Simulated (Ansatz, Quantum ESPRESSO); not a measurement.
# Mg chain with one bond drawn out by 1.5 Å: ballistic transmission, part 2 of 4

Aim: the zero-bias transmission with pwcond for this junction: Mg chain with one bond drawn out by 1.5 Å.

Quantum ESPRESSO 7.5; plane-wave DFT, PBE, GBRV ultrasoft pseudopotentials; cross-check by Ansatz 0.2.0 with PAW datasets.

So far. Step 2 (Ground state): The run needed 18 iterations to bring the estimated error under 1e-07 Ry; the largest force on any atom, held or free, is 0.70 eV/Å.

**3. Transmission with pwcond.x**

Level of this step: transmission by pwcond, lead and junction from one cell; plane-wave DFT, PBE, GBRV ultrasoft pseudopotentials (Quantum ESPRESSO).

prefixt takes both regions from one run: the lead from 0 to bdl, the scattering region from bdl to bds (units of alat). ikind = 1 puts the same lead on both sides. The program's T_tot counts both spins in a run without spin; the tables below give T per spin.

File cond.in:

```
&inputcond
  outdir = './out'
  prefixt = 'scf'
  tran_file = 'cond.dat'
  bdl = 0.8000000000
  bds = 4.2000000000
  ikind = 1
  ewind = 4.0
  epsproj = 1e-05
  nz1 = 7
  energy0 = 2.0
  denergy = -0.1
/
1
  0.00000000 0.00000000 1.00000000
41
```

Run with:

```sh
$ OMP_NUM_THREADS=1 mpirun -n 4 pwcond.x -in cond.in > cond.out
```

What it wrote:

```text
[banner, memory and clock lines left out]
Program PWCOND v.7.5 starts

          URL

     ./out/scf.save/

     IMPORTANT: XC functional enforced from input :
     Exchange-correlation= PBE
                           (   1   4   3   4   0   0   0)
     Any further DFT definition will be discarded
     Please, verify this is what you really want

     Reading collected, re-writing distributed wavefunctions

===== INPUT FILE containing all the regions =====

     GEOMETRY:

     lattice parameter (alat)  =      14.1729  a.u.
     the volume                =   11957.2052 (a.u.)^3
     the cross section         =     200.8724 (a.u.)^2
     l of the unit cell        =       4.2000 (alat)
     number of atoms/cell      =           10
     number of atomic types    =            1

     crystal axes: (cart. coord. in units of alat)
               a(1) = (  1.0000  0.0000  0.0000 )
               a(2) = (  0.0000  1.0000  0.0000 )
               a(3) = (  0.0000  0.0000  4.2000 )

   Cartesian axes

     site n.     atom                  positions (alat units)
          1        Mg     tau(  1)=(  0.5000  0.5000  4.2000  )
          2        Mg     tau(  2)=(  0.5000  0.5000  0.4000  )
          3        Mg     tau(  3)=(  0.5000  0.5000  0.8000  )
          4        Mg     tau(  4)=(  0.5000  0.5000  1.2000  )
          5        Mg     tau(  5)=(  0.5000  0.5000  1.6000  )
          6        Mg     tau(  6)=(  0.5000  0.5000  2.2000  )
          7        Mg     tau(  7)=(  0.5000  0.5000  2.6000  )
          8        Mg     tau(  8)=(  0.5000  0.5000  3.0000  )
          9        Mg     tau(  9)=(  0.5000  0.5000  3.4000  )
         10        Mg     tau( 10)=(  0.5000  0.5000  3.8000  )

     nr1s                      =           54
     nr2s                      =           54
     nr3s                      =          225
     nr1sx                     =           54
     nr2sx                     =           54
     nr3sx                     =          225
     nr1                       =           60
     nr2                       =           60
     nr3                       =          250
     nr1x                      =           60
     nr2x                      =           60
     nr3x                      =          250

 _______________________________
  Radii of nonlocal spheres:

     type       ibeta     ang. mom.          radius (alat units)
       Mg         1         0                    0.1069
       Mg         2         0                    0.1069
       Mg         3         0                    0.1069
       Mg         4         1                    0.1069
       Mg         5         1                    0.1069
       Mg         6         2                    0.1069
       Mg         7         2                    0.1069
----- General information -----

--- T calc. with identical leads (ikind=1) ---

     nrx                       =           54
     nry                       =           54
     nz1                       =            7

     energy0               =         2.0E+00
     denergy               =        -1.0E-01
     nenergy               =         41
     ecut2d                =         3.4E+01
     ewind                 =         4.0E+00
     epsproj               =         1.0E-05

     number of k_|| points=    1
                       cryst. coord.
        k(    1) = (   0.0000000   0.0000000), wk =   1.0000000
----- Information about left/right lead -----

     nocros                   =           19
     noins                    =           19
     norb                     =           57
     norbf                    =          171
     nrz                      =           43

      iorb      type   ibeta   ang. mom.   m       position (alat)
        1        1       1        0        1   taunew(   1)=(  0.5000  0.5000  0.0000)
        2        1       2        0        1   taunew(   2)=(  0.5000  0.5000  0.0000)
        3        1       3        0        1   taunew(   3)=(  0.5000  0.5000  0.0000)
        4        1       4        1        1   taunew(   4)=(  0.5000  0.5000  0.0000)
        5        1       4        1        2   taunew(   5)=(  0.5000  0.5000  0.0000)
        6        1       4        1        3   taunew(   6)=(  0.5000  0.5000  0.0000)
        7        1       5        1        1   taunew(   7)=(  0.5000  0.5000  0.0000)
        8        1       5        1        2   taunew(   8)=(  0.5000  0.5000  0.0000)
        9        1       5        1        3   taunew(   9)=(  0.5000  0.5000  0.0000)
       10        1       6        2        1   taunew(  10)=(  0.5000  0.5000  0.0000)
       11        1       6        2        2   taunew(  11)=(  0.5000  0.5000  0.0000)
       12        1       6        2        3   taunew(  12)=(  0.5000  0.5000  0.0000)
       13        1       6        2        4   taunew(  13)=(  0.5000  0.5000  0.0000)
       14        1       6        2        5   taunew(  14)=(  0.5000  0.5000  0.0000)
       15        1       7        2        1   taunew(  15)=(  0.5000  0.5000  0.0000)
       16        1       7        2        2   taunew(  16)=(  0.5000  0.5000  0.0000)
       17        1       7        2        3   taunew(  17)=(  0.5000  0.5000  0.0000)
       18        1       7        2        4   taunew(  18)=(  0.5000  0.5000  0.0000)
       19        1       7        2        5   taunew(  19)=(  0.5000  0.5000  0.0000)
       20        1       1        0        1   taunew(  20)=(  0.5000  0.5000  0.4000)
       21        1       2        0        1   taunew(  21)=(  0.5000  0.5000  0.4000)
       22        1       3        0        1   taunew(  22)=(  0.5000  0.5000  0.4000)
       23        1       4        1        1   taunew(  23)=(  0.5000  0.5000  0.4000)
       24        1       4        1        2   taunew(  24)=(  0.5000  0.5000  0.4000)
       25        1       4        1        3   taunew(  25)=(  0.5000  0.5000  0.4000)
       26        1       5        1        1   taunew(  26)=(  0.5000  0.5000  0.4000)
       27        1       5        1        2   taunew(  27)=(  0.5000  0.5000  0.4000)
       28        1       5        1        3   taunew(  28)=(  0.5000  0.5000  0.4000)
       29        1       6        2        1   taunew(  29)=(  0.5000  0.5000  0.4000)
       30        1       6        2        2   taunew(  30)=(  0.5000  0.5000  0.4000)
       31        1       6        2        3   taunew(  31)=(  0.5000  0.5000  0.4000)
       32        1       6        2        4   taunew(  32)=(  0.5000  0.5000  0.4000)
       33        1       6        2        5   taunew(  33)=(  0.5000  0.5000  0.4000)
       34        1       7        2        1   taunew(  34)=(  0.5000  0.5000  0.4000)
[...]
ngper, shell number =          545          70
 ngper, n2d =          545         150
---  E-Ef =    2.0000000  k =    0.0000000   0.0000000
---  ie =          1  ik =          1
 Nchannels of the left tip =            4
 Right moving states:
   k1(2pi/a)   k2(2pi/a)   E-Ef (eV)
   0.2199721   0.0000142   2.0000000
  -0.3083534  -0.0000000   2.0000000
  -0.3083534  -0.0000000   2.0000000
   0.3567381   0.0000058   2.0000000
 Left moving states:
   k1(2pi/a)   k2(2pi/a)   E-Ef (eV)
  -0.2199721   0.0000142   2.0000000
   0.3083534  -0.0000000   2.0000000
   0.3083534  -0.0000000   2.0000000
  -0.3567381   0.0000058   2.0000000

 to transmit
 Band j to band i transmissions and reflections:
    j         i     |T_ij|^2    |R_ij|^2

    1 -->     1     0.58716     0.29163
    1 -->     2     0.00000     0.00000
    1 -->     3     0.00000     0.00000
    1 -->     4     0.05146     0.06975
   Total T_j, R_j =    0.63862  0.36138

    2 -->     1     0.00000     0.00000
    2 -->     2     0.37075     0.46464
    2 -->     3     0.00000     0.16461
    2 -->     4     0.00000     0.00000
   Total T_j, R_j =    0.37075  0.62925

    3 -->     1     0.00000     0.00000
    3 -->     2     0.00000     0.16461
    3 -->     3     0.37075     0.46464
    3 -->     4     0.00000     0.00000
   Total T_j, R_j =    0.37075  0.62925

    4 -->     1     0.05190     0.06975
    4 -->     2     0.00000     0.00000
    4 -->     3     0.00000     0.00000
    4 -->     4     0.08863     0.78972
   Total T_j, R_j =    0.14053  0.85947

E-Ef(ev), T(x2 spins) =    2.0000000   3.0412976
---  E-Ef =    1.9000000  k =    0.0000000   0.0000000
---  ie =          2  ik =          1
 Nchannels of the left tip =            4
 Right moving states:
   k1(2pi/a)   k2(2pi/a)   E-Ef (eV)
   0.2084284   0.0000144   1.9000000
   0.3201543   0.0000059   1.9000000
  -0.3268341  -0.0000000   1.9000000
  -0.3268341  -0.0000000   1.9000000
 Left moving states:
   k1(2pi/a)   k2(2pi/a)   E-Ef (eV)
  -0.2084284   0.0000144   1.9000000
  -0.3201543   0.0000059   1.9000000
   0.3268341  -0.0000000   1.9000000
   0.3268341  -0.0000000   1.9000000

 to transmit
 Band j to band i transmissions and reflections:
    j         i     |T_ij|^2    |R_ij|^2

    1 -->     1     0.60300     0.31197
    1 -->     2     0.03353     0.05150
    1 -->     3     0.00000     0.00000
    1 -->     4     0.00000     0.00000
   Total T_j, R_j =    0.63653  0.36347

    2 -->     1     0.03473     0.05150
    2 -->     2     0.04857     0.86520
    2 -->     3     0.00000     0.00000
    2 -->     4     0.00000     0.00000
   Total T_j, R_j =    0.08330  0.91670

    3 -->     1     0.00000     0.00000
    3 -->     2     0.00000     0.00000
    3 -->     3     0.34494     0.57784
    3 -->     4     0.00000     0.07722
   Total T_j, R_j =    0.34494  0.65506

    4 -->     1     0.00000     0.00000
    4 -->     2     0.00000     0.00000
    4 -->     3     0.00000     0.07722
    4 -->     4     0.34494     0.57784
   Total T_j, R_j =    0.34494  0.65506

E-Ef(ev), T(x2 spins) =    1.9000000   2.8194261
---  E-Ef =    1.8000000  k =    0.0000000   0.0000000
---  ie =          3  ik =          1
 Nchannels of the left tip =            4
 Right moving states:
   k1(2pi/a)   k2(2pi/a)   E-Ef (eV)
   0.1968685   0.0000145   1.8000000
   0.2790395   0.0000059   1.8000000
  -0.3458236  -0.0000000   1.8000000
  -0.3458236  -0.0000000   1.8000000
 Left moving states:
   k1(2pi/a)   k2(2pi/a)   E-Ef (eV)
  -0.1968685   0.0000145   1.8000000
  -0.2790395   0.0000059   1.8000000
   0.3458236  -0.0000000   1.8000000
   0.3458236  -0.0000000   1.8000000

 to transmit
 Band j to band i transmissions and reflections:
    j         i     |T_ij|^2    |R_ij|^2

    1 -->     1     0.60765     0.33626
    1 -->     2     0.02064     0.03545
    1 -->     3     0.00000     0.00000
    1 -->     4     0.00000     0.00000
   Total T_j, R_j =    0.62828  0.37172

    2 -->     1     0.02176     0.03545
    2 -->     2     0.02324     0.91955
    2 -->     3     0.00000     0.00000
    2 -->     4     0.00000     0.00000
   Total T_j, R_j =    0.04500  0.95500

    3 -->     1     0.00000     0.00000
    3 -->     2     0.00000     0.00000
    3 -->     3     0.31824     0.66997
    3 -->     4     0.00000     0.01179
   Total T_j, R_j =    0.31824  0.68176

    4 -->     1     0.00000     0.00000
    4 -->     2     0.00000     0.00000
    4 -->     3     0.00000     0.01179
    4 -->     4     0.31824     0.66997
   Total T_j, R_j =    0.31824  0.68176

E-Ef(ev), T(x2 spins) =    1.8000000   2.6195142
[... further energies and points left out ...]
---  E-Ef =   -1.8000000  k =    0.0000000   0.0000000
---  ie =         39  ik =          1
 Nchannels of the left tip =            1
 Right moving states:
   k1(2pi/a)   k2(2pi/a)   E-Ef (eV)
  -0.2664773   0.0000195  -1.8000000
 Left moving states:
   k1(2pi/a)   k2(2pi/a)   E-Ef (eV)
   0.2664773   0.0000195  -1.8000000

 to transmit
 Band j to band i transmissions and reflections:
    j         i     |T_ij|^2    |R_ij|^2

    1 -->     1     0.19634     0.80366
   Total T_j, R_j =    0.19634  0.80366

E-Ef(ev), T(x2 spins) =   -1.8000000   0.3926861
---  E-Ef =   -1.9000000  k =    0.0000000   0.0000000
---  ie =         40  ik =          1
 Nchannels of the left tip =            1
 Right moving states:
   k1(2pi/a)   k2(2pi/a)   E-Ef (eV)
  -0.2837123   0.0000197  -1.9000000
 Left moving states:
   k1(2pi/a)   k2(2pi/a)   E-Ef (eV)
   0.2837123   0.0000197  -1.9000000

 to transmit
 Band j to band i transmissions and reflections:
    j         i     |T_ij|^2    |R_ij|^2

    1 -->     1     0.18265     0.81735
   Total T_j, R_j =    0.18265  0.81735

E-Ef(ev), T(x2 spins) =   -1.9000000   0.3652994
---  E-Ef =   -2.0000000  k =    0.0000000   0.0000000
---  ie =         41  ik =          1
 Nchannels of the left tip =            1
 Right moving states:
   k1(2pi/a)   k2(2pi/a)   E-Ef (eV)
  -0.3013129   0.0000198  -2.0000000
 Left moving states:
   k1(2pi/a)   k2(2pi/a)   E-Ef (eV)
   0.3013129   0.0000198  -2.0000000

 to transmit
 Band j to band i transmissions and reflections:
    j         i     |T_ij|^2    |R_ij|^2

    1 -->     1     0.16876     0.83124
   Total T_j, R_j =    0.16876  0.83124

E-Ef(ev), T(x2 spins) =   -2.0000000   0.3375251
   T_tot     2.00000      0.30413E+01
   T_tot     1.90000      0.28194E+01
   T_tot     1.80000      0.26195E+01
   T_tot     1.70000      0.24406E+01
   T_tot     1.60000      0.22763E+01
   T_tot     1.50000      0.21196E+01
   T_tot     1.40000      0.19606E+01
   T_tot     1.30000      0.18046E+01
   T_tot     1.20000      0.16407E+01
   T_tot     1.10000      0.12981E+01
   T_tot     1.00000      0.13590E+01
   T_tot     0.90000      0.11933E+01
   T_tot     0.80000      0.10345E+01
   T_tot     0.70000      0.86364E+00
   T_tot     0.60000      0.64538E+00
   T_tot     0.50000      0.27934E+00
   T_tot     0.40000      0.34038E-01
   T_tot     0.30000      0.16847E-01
   T_tot     0.20000      0.67787E-02
   T_tot     0.10000      0.89483E-04
   T_tot    -0.00000      0.00000E+00
   T_tot    -0.10000      0.00000E+00
   T_tot    -0.20000      0.00000E+00
   T_tot    -0.30000      0.13119E+00
   T_tot    -0.40000      0.51809E+00
   T_tot    -0.50000      0.62399E+00
   T_tot    -0.60000      0.65651E+00
   T_tot    -0.70000      0.65990E+00
   T_tot    -0.80000      0.64905E+00
   T_tot    -0.90000      0.63037E+00
   T_tot    -1.00000      0.60718E+00
   T_tot    -1.10000      0.58147E+00
   T_tot    -1.20000      0.55451E+00
   T_tot    -1.30000      0.52717E+00
   T_tot    -1.40000      0.49992E+00
   T_tot    -1.50000      0.47299E+00
   T_tot    -1.60000      0.44630E+00
   T_tot    -1.70000      0.41963E+00
   T_tot    -1.80000      0.39269E+00
   T_tot    -1.90000      0.36530E+00
   T_tot    -2.00000      0.33753E+00

Note: The following floating-point exceptions are signalling: IEEE_UNDERFLOW_FLAG
Note: The following floating-point exceptions are signalling: IEEE_UNDERFLOW_FLAG
Note: The following floating-point exceptions are signalling: IEEE_UNDERFLOW_FLAG
Note: The following floating-point exceptions are signalling: IEEE_UNDERFLOW_FLAG
```

It took 2.6 min on 4 MPI ranks of Arm Neoverse V2, shared host; peak memory 0.43 GiB; 10 min of CPU time.

Read from the output:

| Property | Result |
| --- | --- |
| lead channels at the Fermi level, one spin | 0 |
| transmission at the Fermi level, one spin | 0 |
| conductance | 0 G₀ |

Per spin. Open channels against energy, zero at the Fermi level:

energy (eV), open channels and a bar:
```
    -2.00       1.00 ########
    -1.80       1.00 ########
    -1.60       1.00 ########
    -1.40       1.00 ########
    -1.20       1.00 ########
    -1.00       1.00 ########
    -0.90       1.00 ########
    -0.70       1.00 ########
    -0.50       1.00 ########
    -0.30       1.00 ########
    -0.10       0.00 
     0.00       0.00 
     0.10       2.00 ###############
     0.30       2.00 ###############
     0.50       3.00 ######################
     0.70       3.00 ######################
     0.90       3.00 ######################
     1.00       3.00 ######################
     1.20       3.00 ######################
     1.40       3.00 ######################
     1.60       4.00 ##############################
     1.80       4.00 ##############################
     2.00       4.00 ##############################
```

Per spin. Transmission against energy, zero at the Fermi level:

energy (eV), transmission and a bar:
```
    -2.00       0.17 ###
    -1.90       0.18 ####
    -1.70       0.21 ####
    -1.60       0.22 ####
    -1.40       0.25 #####
    -1.30       0.26 #####
    -1.20       0.28 #####
    -1.00       0.30 ######
    -0.90       0.32 ######
    -0.80       0.32 ######
    -0.70       0.33 #######
    -0.60       0.33 ######
    -0.50       0.31 ######
    -0.30       0.07 #
    -0.20       0.00 
    -0.10       0.00 
     0.00       0.00 
     0.10       0.00 
     0.20       0.00 
     0.30       0.01 
     0.50       0.14 ###
     0.60       0.32 ######
     0.80       0.52 ##########
     0.90       0.60 ############
     1.00       0.68 #############
     1.20       0.82 ################
     1.30       0.90 ##################
     1.40       0.98 ###################
     1.60       1.14 ######################
     1.70       1.22 ########################
     1.90       1.41 ############################
     2.00       1.52 ##############################
```

The program's own clock; routines nest. Time by routine:

| routine | wall time (s) | calls |
| --- | --- | --- |
| PWCOND | 153.2 | 1 |
| scatter_forw | 120.2 | 82 |
| compbs | 19.76 | 41 |
| compbs_2 | 16.57 | 41 |
| local | 9.43 | 1 |
| init | 0.89 | 1 |
| poten | 0.09 | 1 |

At no point does T exceed the number of channels.

(Continued in part 3 of 4.)

[Logs are printed without paths, hosts, clocks, repeated set-up lines and the standing remarks that a program may print on its own settings, such as how far it seeks lower states.]

[Hosts, paths, dates, database ids (printed as entryN), source tags and the programs' standing remarks are cut or masked in the printed files.]

[Maps of the electrostatic potential energy from Ansatz leave out the sawtooth potential of an applied field or a dipole correction, so their vacuum need not be flat; planar profiles and work functions include it.]
